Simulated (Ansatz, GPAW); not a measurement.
# Work function of a 11-layer slab of Pt(110) at several levels, part 2 of 3

How far do functional and basis move the work function of a 11-layer slab of Pt(110)?

GPAW 26.7.0 and Ansatz 0.2.0; Ansatz plane waves; slab in vacuum with a dipole correction, relaxation (the session's first sound run).

So far, upper work function (eV): step 2 (relaxing the atoms) 5.35.

### Step 3. Plane waves, PBE

The work function is the vacuum plateau of the electrostatic potential less the Fermi level; a dipole layer lets the two faces have plateaus of their own.

This step: GPAW, PAW setups; slab in vacuum (GPAW 26.7.0).

Contents of run.py:

```python
import json
import numpy as np
from ase import Atoms
from gpaw import GPAW, PW

slab = Atoms(
    ['Pt', 'Pt', 'Pt', 'Pt', 'Pt', 'Pt', 'Pt', 'Pt', 'Pt', 'Pt', 'Pt'],
    positions=[
        [0.00000, 0.00000, 7.00000],
        [1.96000, 1.38593, 8.38593],
        [0.00000, 0.00000, 9.77186],
        [1.96000, 1.38593, 11.15779],
        [0.00000, 0.00000, 12.54372],
        [1.96000, 1.38593, 13.98957],
        [0.00000, 0.00000, 15.41400],
        [1.96000, 1.38593, 16.84271],
        [0.00000, 0.00000, 18.25834],
        [1.96000, 1.38593, 19.77577],
        [0.00000, 0.00000, 21.02151]],
    cell=[[3.92, 0.0, 0.0], [0.0, 2.77186, 0.0], [0.0, 0.0, 27.85929]],
    pbc=[True, True, False])

slab.calc = GPAW(mode=PW(400), xc='PBE', kpts={'size': (8, 11, 1), 'gamma': True},
                 occupations={'name': 'fermi-dirac', 'width': 0.1}, nbands='160%',
                 convergence={'density': 1e-05}, maxiter=200,
                 poissonsolver={'dipolelayer': 'xy'},
                 symmetry={'tolerance': 1e-3}, txt='slab.txt')
result = {}
energy = slab.get_potential_energy()
fermi = slab.calc.get_fermi_level()
v = slab.calc.get_electrostatic_potential().mean((0, 1)) - fermi
n = slab.calc.get_pseudo_density().mean((0, 1))
L = slab.cell[2, 2]
z = np.arange(len(v)) * L / len(v)
low, high = slab.positions[:, 2].min(), slab.positions[:, 2].max()
below, above = np.interp([low - 4.8, high + 4.8], z, v)
slopes = [np.interp(x, z, np.gradient(v, z)) for x in (low - 4.8, high + 4.8)]
eps = np.array([[slab.calc.get_eigenvalues(k, s) for k in range(len(slab.calc.get_ibz_k_points()))]
                for s in range(slab.calc.get_number_of_spins())]) - fermi
top, bottom = eps[eps < 0].max(), eps[eps > 0].min()
dipole = slab.get_dipole_moment()[2]
print(f'energy {energy:.4f} eV, Fermi level {fermi:.4f} eV, dipole {dipole:.5f} e A')
print(f'potential 4.8 A off the faces, from the Fermi level: lower {below:.4f} eV, upper {above:.4f} eV')
print(f'slope of the potential there: lower {slopes[0]:.5f}, upper {slopes[1]:.5f} eV/A')
print(f'nearest levels on the mesh: {top:.4f} and {bottom:.4f} eV')
print('magnetic moment', round(slab.get_magnetic_moment(), 3))
result.update(energy=energy, fermi=fermi, dipole=dipole, below=below, above=above, slopes=slopes, edges=[top, bottom],
              z=z.tolist(), v=v.tolist(), n=n.tolist(), positions=slab.positions.tolist(),
              forces=slab.get_forces(apply_constraint=False).tolist(), moments=slab.get_magnetic_moments().tolist())
json.dump(result, open('result.json', 'w'))
```

Launch:

```bash
$ OMP_NUM_THREADS=1 OPENBLAS_NUM_THREADS=1 python run.py
```

Output:

```text
energy -67.8087 eV, Fermi level 4.1882 eV, dipole -0.00177 e A
potential 4.8 A off the faces, from the Fermi level: lower 5.2937 eV, upper 5.3243 eV
slope of the potential there: lower -0.00028, upper 0.00026 eV/A
nearest levels on the mesh: -0.0073 and 0.0030 eV
magnetic moment 0.0
```

Run time: 35 min. Hardware: 1 thread of AMD EPYC 7R43, shared host; peak memory 0.63 GiB.

Numbers from this step:

```yaml
dipole_along_the_normal: -0.001766 e·Å
levels_nearest_the_fermi_level_on_the_mesh: -0.007256, 0.002977 eV from the Fermi level
upper_work_function: 5.324 eV
lower_work_function: 5.294 eV
```

The electrostatic potential energy of an electron (without an applied field's), less the Fermi level, planar mean oscillates, so the rows of the table below give means over windows of 1.44 Å about each position, cut where the curve ends. Its maxima inside the range that stand out by 2 % of the span (Å: eV): 7.6: -7.85, 9.1: -8.35, 10.4: -8.44, 11.9: -8.32, 13.3: -7.29, 14.7: -7.65, 16.1: -7.52, 17.5: -7.70, 19.0: -6.10, 20.4: -10.5. Its minima: 7.0: -14.9, 8.4: -15.9, 9.8: -16.0, 11.1: -16.0, 12.6: -15.8, 14.0: -15.7, 15.4: -15.7, 16.8: -15.8, 18.3: -15.6, 19.8: -16.1, 20.9: -15.4.

Electrostatic potential energy of an electron (without an applied field's), less the Fermi level, planar mean against z; means over each step:

z (Å), electrostatic potential energy of an electron (without an applied field's), less the Fermi level, planar mean (eV) and a bar from the least value:
```
     0.72        5.3 ##############################
     2.16        5.3 ##############################
     3.60        5.3 ##############################
     5.04        4.9 #############################
     6.48       -5.6 ###########
     7.92      -11.8 #
     9.36      -12.2 
    10.80      -12.2 
    12.24      -12.0 
    13.68      -11.4 #
    15.12      -11.6 #
    16.56      -11.6 #
    18.00      -11.5 #
    19.44      -11.1 ##
    20.88      -11.7 #
    22.32        3.0 ##########################
    23.76        5.3 ##############################
    25.20        5.3 ##############################
    26.64        5.3 ##############################
```

The pseudo valence density, planar mean oscillates, so the rows of the table below give means over windows of 1 Å about each position, cut where the curve ends. Its maxima inside the range that stand out by 2 % of the span (Å: e/Å³): 7.0: 1.52, 8.5: 1.53, 9.7: 1.54, 11.1: 1.57, 12.6: 1.55, 14.0: 1.55, 15.5: 1.53, 16.9: 1.52, 18.2: 1.49, 19.8: 1.57, 21.0: 1.53. Its minima: 7.6: 0.657, 9.1: 0.641, 10.5: 0.652, 11.8: 0.664, 13.2: 0.600, 14.7: 0.614, 16.1: 0.608, 17.5: 0.615, 19.0: 0.540, 20.4: 0.791.

Table of pseudo valence density, planar mean by z; means over each step:

```csv
z (Å),"pseudo valence density, planar mean (e/Å³)"
3,4.4e-5
4,6.6e-4
5,0.0106
6,0.199
7,1.12
8,1.04
9,0.925
10,1.14
11,1.16
12,0.957
13,0.963
14,1.17
15,1.00
16,0.894
17,1.15
18,1.10
19,0.788
20,1.18
21,1.16
22,0.210
23,0.0110
24,6.9e-4
25,4.7e-5
```

Force by atom:

```csv
atom,x (eV/Å),y (eV/Å),z (eV/Å),size
Pt1,0.00,0.00,0.39,0.39
Pt2,0.00,0.00,-1.08,1.08
Pt3,0.00,0.00,-0.07,0.07
Pt4,0.00,0.00,0.33,0.33
Pt5,0.00,0.00,0.45,0.45
Pt6,0.00,0.00,0.00,0.00
Pt7,0.00,0.00,0.00,0.00
Pt8,0.00,0.00,0.00,0.00
Pt9,0.00,0.00,0.01,0.01
Pt10,0.00,0.00,-0.03,0.03
Pt11,0.00,0.00,0.00,0.00
```

The potential is flat to 2.8e-4 eV/Å where it is read, so the vacuum is wide enough. The geometry is the other program's minimum; here the largest force on a free atom is 0.027 eV/Å.

### Step 4. Self-consistent run: xc = "RPBE"

The same geometry under RPBE, to see how far the functional moves the levels against the vacuum.

run.py: that of step 3 with these lines changed.

```diff
@@ -22,3 +22,3 @@
 
-slab.calc = GPAW(mode=PW(400), xc='PBE', kpts={'size': (8, 11, 1), 'gamma': True},
+slab.calc = GPAW(mode=PW(400), xc='RPBE', kpts={'size': (8, 11, 1), 'gamma': True},
                  occupations={'name': 'fermi-dirac', 'width': 0.1}, nbands='160%',
```

Output:

```text
energy -60.9313 eV, Fermi level 4.3019 eV, dipole -0.00190 e A
potential 4.8 A off the faces, from the Fermi level: lower 5.1318 eV, upper 5.1647 eV
slope of the potential there: lower -0.00045, upper 0.00026 eV/A
nearest levels on the mesh: -0.0066 and 0.0024 eV
magnetic moment 0.0
```

It took 57 min on 1 thread; peak memory 0.64 GiB.

Numbers from this step:

```
dipole along the normal                    : -0.001900 e·Å
levels nearest the Fermi level on the mesh : -0.006604, 0.002355 eV from the Fermi level
upper work function                        : 5.165 eV
lower work function                        : 5.132 eV
```

The electrostatic potential energy of an electron (without an applied field's), less the Fermi level, planar mean oscillates, so the rows of the table below give means over windows of 1.44 Å about each position, cut where the curve ends. Its maxima inside the range that stand out by 2 % of the span (Å: eV): 7.6: -7.93, 9.1: -8.43, 10.4: -8.53, 11.9: -8.41, 13.3: -7.37, 14.7: -7.74, 16.1: -7.60, 17.5: -7.78, 19.0: -6.19, 20.4: -10.6. Its minima: 7.0: -15.0, 8.4: -16.0, 9.8: -16.1, 11.1: -16.1, 12.6: -15.8, 14.0: -15.7, 15.4: -15.8, 16.8: -15.8, 18.3: -15.7, 19.8: -16.2, 20.9: -15.5.

Electrostatic potential energy of an electron (without an applied field's), less the Fermi level, planar mean against z; means over each step:

```csv
z (Å),"electrostatic potential energy of an electron (without an applied field's), less the Fermi level, planar mean (eV)"
0.72,5.13
2.16,5.13
3.60,5.12
5.04,4.77
6.48,-5.72
7.92,-11.9
9.36,-12.3
10.80,-12.2
12.24,-12.0
13.68,-11.5
15.12,-11.7
16.56,-11.6
18.00,-11.6
19.44,-11.2
20.88,-11.8
22.32,2.88
23.76,5.12
25.20,5.16
26.64,5.16
```

The pseudo valence density, planar mean oscillates, so the rows of the table below give means over windows of 1 Å about each position, cut where the curve ends. Its maxima inside the range that stand out by 2 % of the span (Å: e/Å³): 7.0: 1.52, 8.5: 1.53, 9.7: 1.54, 11.1: 1.57, 12.6: 1.55, 14.0: 1.55, 15.5: 1.54, 16.9: 1.52, 18.2: 1.49, 19.8: 1.57, 21.0: 1.53. Its minima: 7.6: 0.656, 9.1: 0.640, 10.5: 0.652, 11.8: 0.664, 13.2: 0.599, 14.7: 0.613, 16.1: 0.607, 17.5: 0.614, 19.0: 0.539, 20.4: 0.790.

Pseudo valence density, planar mean against z; means over each step:

```csv
z (Å),"pseudo valence density, planar mean (e/Å³)"
3,4.9e-5
4,6.8e-4
5,0.0104
6,0.199
7,1.12
8,1.04
9,0.925
10,1.14
11,1.16
12,0.956
13,0.963
14,1.17
15,1.00
16,0.894
17,1.15
18,1.10
19,0.787
20,1.18
21,1.17
22,0.210
23,0.0108
24,7.2e-4
25,5.3e-5
```

Force by atom:

```csv
atom,x (eV/Å),y (eV/Å),z (eV/Å),size
Pt1,0.00,0.00,0.11,0.11
Pt2,0.00,0.00,-1.13,1.13
Pt3,0.00,0.00,-0.07,0.07
Pt4,0.00,0.00,0.34,0.34
Pt5,0.00,0.00,0.47,0.47
Pt6,0.00,0.00,0.00,0.00
Pt7,0.00,0.00,0.00,0.00
Pt8,0.00,0.00,0.00,0.00
Pt9,0.00,0.00,0.01,0.01
Pt10,0.00,0.00,-0.02,0.02
Pt11,0.00,0.00,0.29,0.29
```

The upper face's work function is 5.165 eV, against 5.324 eV in the first plane-wave PBE run at this geometry.

### Step 5. Self-consistent run: xc = "vdW-DF2"

The same geometry under vdW-DF2, to see how far the functional moves the levels against the vacuum (the van der Waals functionals take revPBE setups).

run.py: that of step 4 with these lines changed.

```diff
@@ -22,3 +22,3 @@
 
-slab.calc = GPAW(mode=PW(400), xc='RPBE', kpts={'size': (8, 11, 1), 'gamma': True},
+slab.calc = GPAW(mode=PW(400), xc='vdW-DF2', kpts={'size': (8, 11, 1), 'gamma': True},
                  occupations={'name': 'fermi-dirac', 'width': 0.1}, nbands='160%',
```

Output:

```text
energy -1801.9009 eV, Fermi level 4.1936 eV, dipole -0.00127 e A
potential 4.8 A off the faces, from the Fermi level: lower 5.6520 eV, upper 5.6743 eV
slope of the potential there: lower -0.00039, upper 0.00042 eV/A
nearest levels on the mesh: -0.0075 and 0.0027 eV
magnetic moment 0.0
```

Elapsed: 41 min, on 1 thread; peak memory 0.84 GiB.

This step gave:

```yaml
dipole_along_the_normal: -0.001265 e·Å
levels_nearest_the_fermi_level_on_the_mesh: -0.007451, 0.002659 eV from the Fermi level
upper_work_function: 5.674 eV
lower_work_function: 5.652 eV
```

The upper face's work function is 5.674 eV, against 5.324 eV in the first plane-wave PBE run at this geometry.

### Step 6. Self-consistent run: xc = "LDA"

The same geometry under LDA, to see how far the functional moves the levels against the vacuum.

run.py: that of step 5 with these lines changed.

```diff
@@ -22,3 +22,3 @@
 
-slab.calc = GPAW(mode=PW(400), xc='vdW-DF2', kpts={'size': (8, 11, 1), 'gamma': True},
+slab.calc = GPAW(mode=PW(400), xc='LDA', kpts={'size': (8, 11, 1), 'gamma': True},
                  occupations={'name': 'fermi-dirac', 'width': 0.1}, nbands='160%',
```

Output:

```text
energy -82.7481 eV, Fermi level 3.8278 eV, dipole -0.00175 e A
potential 4.8 A off the faces, from the Fermi level: lower 5.6709 eV, upper 5.7012 eV
slope of the potential there: lower -0.00026, upper 0.00022 eV/A
nearest levels on the mesh: -0.0071 and 0.0051 eV
magnetic moment 0.0
```

Run time: 37 min. Hardware: 1 thread; peak memory 0.64 GiB.

Numbers from this step:

```
dipole along the normal                    : -0.001748 e·Å
levels nearest the Fermi level on the mesh : -0.007086, 0.005125 eV from the Fermi level
upper work function                        : 5.701 eV
lower work function                        : 5.671 eV
```

The electrostatic potential energy of an electron (without an applied field's), less the Fermi level, planar mean oscillates, so the rows of the table below give means over windows of 1.44 Å about each position, cut where the curve ends. Its maxima inside the range that stand out by 2 % of the span (Å: eV): 7.6: -7.49, 9.1: -7.98, 10.4: -8.08, 11.9: -7.96, 13.3: -6.92, 14.7: -7.28, 16.1: -7.15, 17.5: -7.32, 19.0: -5.73, 20.4: -10.2. Its minima: 7.0: -14.6, 8.4: -15.6, 9.8: -15.7, 11.1: -15.7, 12.6: -15.4, 14.0: -15.4, 15.4: -15.4, 16.8: -15.5, 18.3: -15.3, 19.8: -15.8, 20.9: -15.1.

The electrostatic potential energy of an electron (without an applied field's), less the Fermi level, planar mean by z; means over each step:

z (Å), electrostatic potential energy of an electron (without an applied field's), less the Fermi level, planar mean (eV) and a bar from the least value:
```
     0.72        5.7 ##############################
     2.16        5.7 ##############################
     3.60        5.7 ##############################
     5.04        5.3 #############################
     6.48       -5.3 ###########
     7.92      -11.4 #
     9.36      -11.8 
    10.80      -11.8 
    12.24      -11.6 
    13.68      -11.1 #
    15.12      -11.2 #
    16.56      -11.2 #
    18.00      -11.1 #
    19.44      -10.8 ##
    20.88      -11.4 #
    22.32        3.4 ##########################
    23.76        5.7 ##############################
    25.20        5.7 ##############################
    26.64        5.7 ##############################
```

The upper face's work function is 5.701 eV, against 5.324 eV in the first plane-wave PBE run at this geometry.

### Step 7. Self-consistent run: xc = "revPBE"

The same geometry under revPBE, to see how far the functional moves the levels against the vacuum.

run.py: that of step 6 with these lines changed.

```diff
@@ -22,3 +22,3 @@
 
-slab.calc = GPAW(mode=PW(400), xc='LDA', kpts={'size': (8, 11, 1), 'gamma': True},
+slab.calc = GPAW(mode=PW(400), xc='revPBE', kpts={'size': (8, 11, 1), 'gamma': True},
                  occupations={'name': 'fermi-dirac', 'width': 0.1}, nbands='160%',
```

Output:

```text
energy -62.2273 eV, Fermi level 4.2811 eV, dipole -0.00195 e A
potential 4.8 A off the faces, from the Fermi level: lower 5.1477 eV, upper 5.1813 eV
slope of the potential there: lower -0.00039, upper 0.00037 eV/A
nearest levels on the mesh: -0.0078 and 0.0027 eV
magnetic moment 0.0
```

It took 49 min on 1 thread; peak memory 0.64 GiB.

Numbers from this step:

```
dipole along the normal                    : -0.001950 e·Å
levels nearest the Fermi level on the mesh : -0.007815, 0.002704 eV from the Fermi level
upper work function                        : 5.181 eV
lower work function                        : 5.148 eV
```

The electrostatic potential energy of an electron (without an applied field's), less the Fermi level, planar mean oscillates, so the rows of the table below give means over windows of 1.44 Å about each position, cut where the curve ends. Its maxima inside the range that stand out by 2 % of the span (Å: eV): 7.6: -7.91, 9.1: -8.41, 10.4: -8.50, 11.9: -8.38, 13.3: -7.35, 14.7: -7.71, 16.1: -7.58, 17.5: -7.75, 19.0: -6.16, 20.4: -10.6. Its minima: 7.0: -14.9, 8.4: -15.9, 9.8: -16.1, 11.1: -16.1, 12.6: -15.8, 14.0: -15.7, 15.4: -15.8, 16.8: -15.8, 18.3: -15.7, 19.8: -16.1, 20.9: -15.5.

The electrostatic potential energy of an electron (without an applied field's), less the Fermi level, planar mean by z; means over each step:

z (Å), electrostatic potential energy of an electron (without an applied field's), less the Fermi level, planar mean (eV) and a bar from the least value:
```
     0.72        5.2 ##############################
     2.16        5.1 ##############################
     3.60        5.1 ##############################
     5.04        4.8 #############################
     6.48       -5.7 ###########
     7.92      -11.8 #
     9.36      -12.2 
    10.80      -12.2 
    12.24      -12.0 
    13.68      -11.5 #
    15.12      -11.6 #
    16.56      -11.6 #
    18.00      -11.5 #
    19.44      -11.2 ##
    20.88      -11.8 #
    22.32        2.9 ##########################
    23.76        5.1 ##############################
    25.20        5.2 ##############################
    26.64        5.2 ##############################
```

The upper face's work function is 5.181 eV, against 5.324 eV in the first plane-wave PBE run at this geometry.

### Step 8. OptPBE vdW: xc = "optPBE-vdW"

The same geometry under optPBE-vdW, to see how far the functional moves the levels against the vacuum (the van der Waals functionals take revPBE setups).

run.py: that of step 7 with these lines changed.

```diff
@@ -22,3 +22,3 @@
 
-slab.calc = GPAW(mode=PW(400), xc='revPBE', kpts={'size': (8, 11, 1), 'gamma': True},
+slab.calc = GPAW(mode=PW(400), xc='optPBE-vdW', kpts={'size': (8, 11, 1), 'gamma': True},
                  occupations={'name': 'fermi-dirac', 'width': 0.1}, nbands='160%',
```

Output:

```text
energy -246.9643 eV, Fermi level 4.0901 eV, dipole -0.00177 e A
potential 4.8 A off the faces, from the Fermi level: lower 5.4795 eV, upper 5.5103 eV
slope of the potential there: lower -0.00053, upper 0.00046 eV/A
nearest levels on the mesh: -0.0036 and 0.0062 eV
magnetic moment 0.0
```

The job ended after 43 min (1 thread; peak memory 0.85 GiB).

This step gave:

```
dipole along the normal                    : -0.001775 e·Å
levels nearest the Fermi level on the mesh : -0.003553, 0.006215 eV from the Fermi level
upper work function                        : 5.510 eV
lower work function                        : 5.480 eV
```

The upper face's work function is 5.510 eV, against 5.324 eV in the first plane-wave PBE run at this geometry.

### Step 9. The ladder

Times are for 1 thread of AMD EPYC 7R43, shared host. The series side by side:

```csv
no.,run,upper work function (eV),lower work function (eV),time,memory (GiB)
1,pw,5.324,5.294,35 min,0.63
2,RPBE,5.165,5.132,57 min,0.64
3,vdW DF2,5.674,5.652,41 min,0.84
4,LDA,5.701,5.671,37 min,0.64
5,revPBE,5.181,5.148,49 min,0.64
6,optPBE vdW,5.510,5.480,43 min,0.85
```

### Step 10. Real-space grid

A real-space grid is a second complete basis, so it checks the plane-wave result.

run.py: that of step 8 with these lines changed.

```diff
@@ -3,3 +3,3 @@
 from ase import Atoms
-from gpaw import GPAW, PW
+from gpaw import GPAW
 
@@ -22,3 +22,3 @@
 
-slab.calc = GPAW(mode=PW(400), xc='optPBE-vdW', kpts={'size': (8, 11, 1), 'gamma': True},
+slab.calc = GPAW(mode='fd', h=0.18, xc='PBE', kpts={'size': (8, 11, 1), 'gamma': True},
                  occupations={'name': 'fermi-dirac', 'width': 0.1}, nbands='160%',
```

Output:

```text

```

Run time: 3.5 h. Hardware: 1 thread; peak memory 4.3 GiB.

The run was cut off at its time limit.

[end of part 2 of 3]

[Logs are printed without paths, hosts, clocks, repeated set-up lines and the standing remarks that a program may print on its own settings, such as how far it seeks lower states.]

[Hosts, paths, dates, database ids (printed as entryN), source tags and the programs' standing remarks are cut or masked in the printed files.]
